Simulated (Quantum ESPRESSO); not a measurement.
# Collinear magnetic orders of MnPt3 with Quantum ESPRESSO, part 2 of 3

Aim: find out which collinear order of MnPt3 costs least.

Quantum ESPRESSO 7.5; PBEsol; plane waves with GBRV 1.5 PBEsol potentials, no spin-orbit coupling.

So far, absolute magnetization (μB): step 2 (start 1: ferro +) 4.38.

## 3. Run 2 (antiferro q=(0,1/2,1/2) +−)

This order needs a doubled cell of 8 atoms. The wavevector q is in fractions of the reciprocal vectors of the crystal's primitive cell, as the cells of these inputs are built from it; moments change sign between cells as cos(2π q·R).

Input file pw.in:

```
&CONTROL
  calculation = 'scf'
  prefix = 'pwscf'
  outdir = './tmp'
  pseudo_dir = './pseudo'
  disk_io = 'nowf'
  tprnfor = .true.
  tstress = .true.
/
&SYSTEM
  ibrav = 0
  celldm(1) = 8
  nat = 8
  ntyp = 3
  ecutwfc = 40
  ecutrho = 280
  nbnd = 78
  occupations = 'smearing'
  smearing = 'fd'
  degauss = 0.00999582
  nspin = 2
  starting_magnetization(1) = 0.2333
  starting_magnetization(2) = -0.2333
  starting_magnetization(3) = 0
/
&ELECTRONS
  conv_thr = 1.6d-08
  electron_maxstep = 150
  mixing_beta = 0.3
/
ATOMIC_SPECIES
Mn1    54.9380 mn_pbesol_v1.5.uspp.F.UPF
Mn2    54.9380 mn_pbesol_v1.5.uspp.F.UPF
Pt    195.0840 pt_pbesol_v1.4.uspp.F.UPF
CELL_PARAMETERS alat
   0.9212414857551    0.0000000000000    0.0000000000000
   0.0000000000000    1.8424829715101    0.0000000000000
   0.0000000000000    0.9212414857551    0.9212414857551
ATOMIC_POSITIONS crystal
Mn1     0.0000000000    0.0000000000    0.0000000000
Mn2     0.0000000000    0.5000000000    0.0000000000
Pt      0.0000000000    0.0000000000    0.5000000000
Pt      0.0000000000    0.5000000000    0.5000000000
Pt      0.5000000000    0.7500000000    0.5000000000
Pt      0.5000000000    0.2500000000    0.5000000000
Pt      0.5000000000    0.2500000000    0.0000000000
Pt      0.5000000000    0.7500000000    0.0000000000
K_POINTS automatic
8 4 8 0 0 0
```

Command:

```
OMP_NUM_THREADS=1 mpirun -n 2 pw.x -nk 2 -in pw.in > pw.out
```

What it wrote:

```text
[banner, memory and clock lines left out]
Program PWSCF v.7.5 starts

     Message from routine setup:
     using ibrav=0 with symmetry is DISCOURAGED, use correct ibrav instead

     bravais-lattice index     =            0
     lattice parameter (alat)  =       8.0000  a.u.
     unit-cell volume          =     800.6089 (a.u.)^3
     number of atoms/cell      =            8
     number of atomic types    =            3
     number of electrons       =       126.00
     number of Kohn-Sham states=           78
     kinetic-energy cutoff     =      40.0000  Ry
     charge density cutoff     =     280.0000  Ry
     scf convergence threshold =      1.6E-08
     mixing beta               =       0.3000
     number of iterations used =            8  plain     mixing
     Exchange-correlation= SLA  PW   PSX  PSC
                           (   1   4  10   8   0   0   0)

     celldm(1)=   8.000000  celldm(2)=   0.000000  celldm(3)=   0.000000
     celldm(4)=   0.000000  celldm(5)=   0.000000  celldm(6)=   0.000000

     crystal axes: (cart. coord. in units of alat)
               a(1) = (   0.921241   0.000000   0.000000 )
               a(2) = (   0.000000   1.842483   0.000000 )
               a(3) = (   0.000000   0.921241   0.921241 )

     reciprocal axes: (cart. coord. in units 2 pi/alat)
               b(1) = (  1.085492  0.000000  0.000000 )
               b(2) = (  0.000000  0.542746 -0.542746 )
               b(3) = (  0.000000  0.000000  1.085492 )

     PseudoPot. # 1 for Mn read from file:
     mn_pbesol_v1.5.uspp.F.UPF
     Pseudo is Ultrasoft + core correction, Zval = 15.0

     PseudoPot. # 2 for Mn read from file:
     mn_pbesol_v1.5.uspp.F.UPF
     Pseudo is Ultrasoft + core correction, Zval = 15.0

     PseudoPot. # 3 for Pt read from file:
     pt_pbesol_v1.4.uspp.F.UPF
     Pseudo is Ultrasoft + core correction, Zval = 16.0

     atomic species   valence    mass     pseudopotential
     Mn1              15.00    54.93800     Mn( 1.00)
     Mn2              15.00    54.93800     Mn( 1.00)
     Pt               16.00   195.08400     Pt( 1.00)

     Starting magnetic structure
     atomic species   magnetization
     Mn1             0.233
     Mn2            -0.233
     Pt              0.000

     16 Sym. Ops., with inversion, found

   Cartesian axes

     site n.     atom                  positions (alat units)
         1        Mn1    tau(   1) = (   0.0000000   0.0000000   0.0000000  )
         2        Mn2    tau(   2) = (   0.0000000   0.9212415   0.0000000  )
         3        Pt     tau(   3) = (   0.0000000   0.4606207   0.4606207  )
         4        Pt     tau(   4) = (   0.0000000   1.3818622   0.4606207  )
         5        Pt     tau(   5) = (   0.4606207   1.8424830   0.4606207  )
         6        Pt     tau(   6) = (   0.4606207   0.9212415   0.4606207  )
         7        Pt     tau(   7) = (   0.4606207   0.4606207   0.0000000  )
         8        Pt     tau(   8) = (   0.4606207   1.3818622   0.0000000  )

     number of k points=    45  Fermi-Dirac smearing, width (Ry)=  0.0100
                       cart. coord. in units 2pi/alat
        k(    1) = (   0.0000000   0.0000000   0.0000000), wk =   0.0039062
        k(    2) = (   0.0000000   0.0000000   0.1356865), wk =   0.0156250
        k(    3) = (   0.0000000   0.0000000   0.2713729), wk =   0.0156250
        k(    4) = (   0.0000000   0.0000000   0.4070594), wk =   0.0156250
        k(    5) = (   0.0000000   0.0000000  -0.5427459), wk =   0.0039062
        [... 40 further k-points ...]

     Dense  grid:    63215 G-vectors     FFT dimensions: (  40,  80,  60)

     Smooth grid:    27285 G-vectors     FFT dimensions: (  30,  60,  45)

     Check: negative core charge=   -0.000018
     Generating pointlists ...
     new r_m :   0.2687 (alat units)  2.1497 (a.u.) for type    1
     new r_m :   0.2687 (alat units)  2.1497 (a.u.) for type    2
     new r_m :   0.2687 (alat units)  2.1497 (a.u.) for type    3

     Initial potential from superposition of free atoms

     starting charge     121.9998, renormalised to     126.0000

     negative rho (up, down):  5.595E-01 5.595E-01
     Starting wfcs are   98 randomized atomic wfcs

     Self-consistent Calculation

     iteration #  1     ecut=    40.00 Ry     beta= 0.30
     Davidson diagonalization with overlap
     ethr =  1.00E-02,  avg # of iterations =  2.0

     negative rho (up, down):  5.312E-01 5.312E-01

     total energy              =   -1684.45585589 Ry
     estimated scf accuracy    <       8.94597525 Ry

     total magnetization       =    -0.00 Bohr mag/cell
     absolute magnetization    =     5.80 Bohr mag/cell

     iteration #  2     ecut=    40.00 Ry     beta= 0.30
     Davidson diagonalization with overlap
     ethr =  7.10E-03,  avg # of iterations =  2.0

     negative rho (up, down):  5.300E-01 5.300E-01

     total energy              =   -1683.73707847 Ry
     estimated scf accuracy    <      15.67633427 Ry

     total magnetization       =     0.00 Bohr mag/cell
     absolute magnetization    =     3.19 Bohr mag/cell

     [... further iterations left out ...]

     iteration # 14     ecut=    40.00 Ry     beta= 0.30
     Davidson diagonalization with overlap
     ethr =  9.66E-11,  avg # of iterations =  2.3

     negative rho (up, down):  5.119E-01 5.119E-01

     total energy              =   -1685.67196489 Ry
     estimated scf accuracy    <       0.00000002 Ry

     total magnetization       =     0.00 Bohr mag/cell
     absolute magnetization    =     8.08 Bohr mag/cell

     iteration # 15     ecut=    40.00 Ry     beta= 0.30
     Davidson diagonalization with overlap
     ethr =  1.35E-11,  avg # of iterations =  2.5

     negative rho (up, down):  5.119E-01 5.119E-01

     Magnetic moment per site  (integrated on atomic sphere of radius R)
     atom   1 (R=0.269)  charge= 13.6807  magn=  3.7113
     atom   2 (R=0.269)  charge= 13.6807  magn= -3.7114
     atom   3 (R=0.269)  charge= 14.0259  magn=  0.0000
     atom   4 (R=0.269)  charge= 14.0259  magn=  0.0000
     atom   5 (R=0.269)  charge= 14.0300  magn=  0.0000
     atom   6 (R=0.269)  charge= 14.0300  magn=  0.0000
     atom   7 (R=0.269)  charge= 14.0300  magn=  0.0000
     atom   8 (R=0.269)  charge= 14.0300  magn=  0.0000

     End of self-consistent calculation

     [... lines left out ...]
     the Fermi energy is    20.6585 ev

!    total energy              =   -1685.67196490 Ry
     estimated scf accuracy    <          4.8E-09 Ry
     smearing contrib. (-TS)   =      -0.02933892 Ry
     internal energy E=F+TS    =   -1685.64262598 Ry

     The total energy is F=E-TS. E is the sum of the following terms:
     one-electron contribution =    -316.40669262 Ry
     hartree contribution      =     258.65130382 Ry
     xc contribution           =    -392.86348244 Ry
     ewald contribution        =   -1235.02375474 Ry

     total magnetization       =     0.00 Bohr mag/cell
     absolute magnetization    =     8.08 Bohr mag/cell

     convergence has been achieved in  15 iterations

     negative rho (up, down):  5.119E-01 5.119E-01

     Forces acting on atoms (cartesian axes, Ry/au):

     atom    1 type  1   force =     0.00000000    0.00000000    0.00000000
     atom    2 type  2   force =     0.00000000    0.00000000    0.00000000
     atom    3 type  3   force =     0.00000000    0.00000000    0.00000000
     atom    4 type  3   force =     0.00000000    0.00000000    0.00000000
     atom    5 type  3   force =     0.00000000    0.00000000    0.00000305
     atom    6 type  3   force =     0.00000000    0.00000000   -0.00000305
     atom    7 type  3   force =     0.00000000    0.00000305   -0.00000000
     atom    8 type  3   force =     0.00000000   -0.00000305    0.00000000

     Total force =     0.000006     Total SCF correction =     0.000043
     SCF correction compared to forces is large: reduce conv_thr to get better values

     Computing stress (Cartesian axis) and pressure

     negative rho (up, down):  5.119E-01 5.119E-01
          total   stress  (Ry/bohr**3)                   (kbar)     P=      -59.17
  -0.00041093   0.00000000   0.00000000          -60.45        0.00        0.00
   0.00000000  -0.00039791   0.00000000            0.00      -58.53        0.00
   0.00000000   0.00000000  -0.00039791            0.00        0.00      -58.53
```

Wall time 5.9 min (2 MPI ranks of Arm Neoverse V2, shared host); peak memory 0.77 GiB.

Spin moment in the atom's sphere by atom:

| atom | spin moment in the atom's sphere (μB) |
| --- | --- |
| Mn1 | 3.71 |
| Mn2 | -3.71 |
| Pt3 | 0.00 |
| Pt4 | 0.00 |
| Pt5 | 0.00 |
| Pt6 | 0.00 |
| Pt7 | 0.00 |
| Pt8 | 0.00 |

Read from the output:

| Property | Result |
| --- | --- |
| smearing term TS | 0.3992 eV |
| pressure | -5.917 GPa |
| magnetization | 0 μB |
| absolute magnetization | 8.08 μB |
| final state | antiferromagnetic |

## 4. Run 3 (antiferro q=(0,0,1/2) +−)

This order needs a doubled cell of 8 atoms.

Input file pw.in:

```
&CONTROL
  calculation = 'scf'
  prefix = 'pwscf'
  outdir = './tmp'
  pseudo_dir = './pseudo'
  disk_io = 'nowf'
  tprnfor = .true.
  tstress = .true.
/
&SYSTEM
  ibrav = 0
  celldm(1) = 8
  nat = 8
  ntyp = 3
  ecutwfc = 40
  ecutrho = 280
  nbnd = 78
  occupations = 'smearing'
  smearing = 'fd'
  degauss = 0.00999582
  nspin = 2
  starting_magnetization(1) = 0.2333
  starting_magnetization(2) = -0.2333
  starting_magnetization(3) = 0
/
&ELECTRONS
  conv_thr = 1.6d-08
  electron_maxstep = 150
  mixing_beta = 0.3
/
ATOMIC_SPECIES
Mn1    54.9380 mn_pbesol_v1.5.uspp.F.UPF
Mn2    54.9380 mn_pbesol_v1.5.uspp.F.UPF
Pt    195.0840 pt_pbesol_v1.4.uspp.F.UPF
CELL_PARAMETERS alat
   0.9212414857551    0.0000000000000    0.0000000000000
   0.0000000000000    0.9212414857551    0.0000000000000
   0.0000000000000    0.0000000000000    1.8424829715101
ATOMIC_POSITIONS crystal
Mn1     0.0000000000    0.0000000000    0.0000000000
Mn2     0.0000000000    0.0000000000    0.5000000000
Pt      0.0000000000    0.5000000000    0.2500000000
Pt      0.0000000000    0.5000000000    0.7500000000
Pt      0.5000000000    0.0000000000    0.2500000000
Pt      0.5000000000    0.0000000000    0.7500000000
Pt      0.5000000000    0.5000000000    0.0000000000
Pt      0.5000000000    0.5000000000    0.5000000000
K_POINTS automatic
8 8 4 0 0 0
```

What it wrote:

```text
     [... lines left out ...]
Program PWSCF v.7.5 starts
     [... lines left out ...]
     number of atoms/cell      =            8
     [... lines left out ...]
     number of electrons       =       126.00
     number of Kohn-Sham states=           78
     kinetic-energy cutoff     =      40.0000  Ry
     charge density cutoff     =     280.0000  Ry
     scf convergence threshold =      1.6E-08
     [... lines left out ...]
     16 Sym. Ops., with inversion, found
     [... lines left out ...]
     number of k points=    45  Fermi-Dirac smearing, width (Ry)=  0.0100
     [... lines left out ...]
     iteration # 16     ecut=    40.00 Ry     beta= 0.30
     [... lines left out ...]
     Magnetic moment per site  (integrated on atomic sphere of radius R)
     atom   1 (R=0.269)  charge= 13.6806  magn=  3.7085
     atom   2 (R=0.269)  charge= 13.6807  magn= -3.7085
     atom   3 (R=0.269)  charge= 14.0295  magn= -0.0000
     atom   4 (R=0.269)  charge= 14.0295  magn= -0.0000
     atom   5 (R=0.269)  charge= 14.0295  magn= -0.0000
     atom   6 (R=0.269)  charge= 14.0295  magn= -0.0000
     atom   7 (R=0.269)  charge= 14.0248  magn=  0.0484
     atom   8 (R=0.269)  charge= 14.0248  magn= -0.0484
     [... lines left out ...]
     the Fermi energy is    20.6619 ev
!    total energy              =   -1685.67164696 Ry
     estimated scf accuracy    <       0.00000001 Ry
     smearing contrib. (-TS)   =      -0.03153128 Ry
     [... lines left out ...]
     total magnetization       =    -0.00 Bohr mag/cell
     absolute magnetization    =     8.16 Bohr mag/cell
     convergence has been achieved in  16 iterations
     [... lines left out ...]
     Total force =     0.000010     Total SCF correction =     0.000399
     [... lines left out ...]
          total   stress  (Ry/bohr**3)                   (kbar)     P=      -58.62
     [... lines left out ...]
```

It took 5.2 min on 2 MPI ranks; peak memory 0.74 GiB; 10 min of CPU time.

Spin moment in the atom's sphere by atom:

| atom | spin moment in the atom's sphere (μB) |
| --- | --- |
| Mn1 | 3.71 |
| Mn2 | -3.71 |
| Pt3 | 0.00 |
| Pt4 | 0.00 |
| Pt5 | 0.00 |
| Pt6 | 0.00 |
| Pt7 | 0.05 |
| Pt8 | -0.05 |

Numbers from this step:

| Quantity | Value |
| --- | --- |
| smearing term TS | 0.4290 eV |
| pressure | -5.862 GPa |
| magnetization | 0 μB |
| absolute magnetization | 8.164 μB |
| final state | antiferromagnetic |

(Continued in part 3 of 3.)

[Logs and program files are shortened in this print: banners, set-up blocks, solver, clock and traceback lines can be left out without a mark of their own.]

[Logs are printed without paths, hosts, clocks, repeated set-up lines and the standing remarks that a program may print on its own settings, such as how far it seeks lower states.]

[Hosts, paths, dates, database ids (printed as entryN), source tags and the programs' standing remarks are cut or masked in the printed files.]

[Where a cell is said to come from a database of computed structures, the database is the Materials Project.]
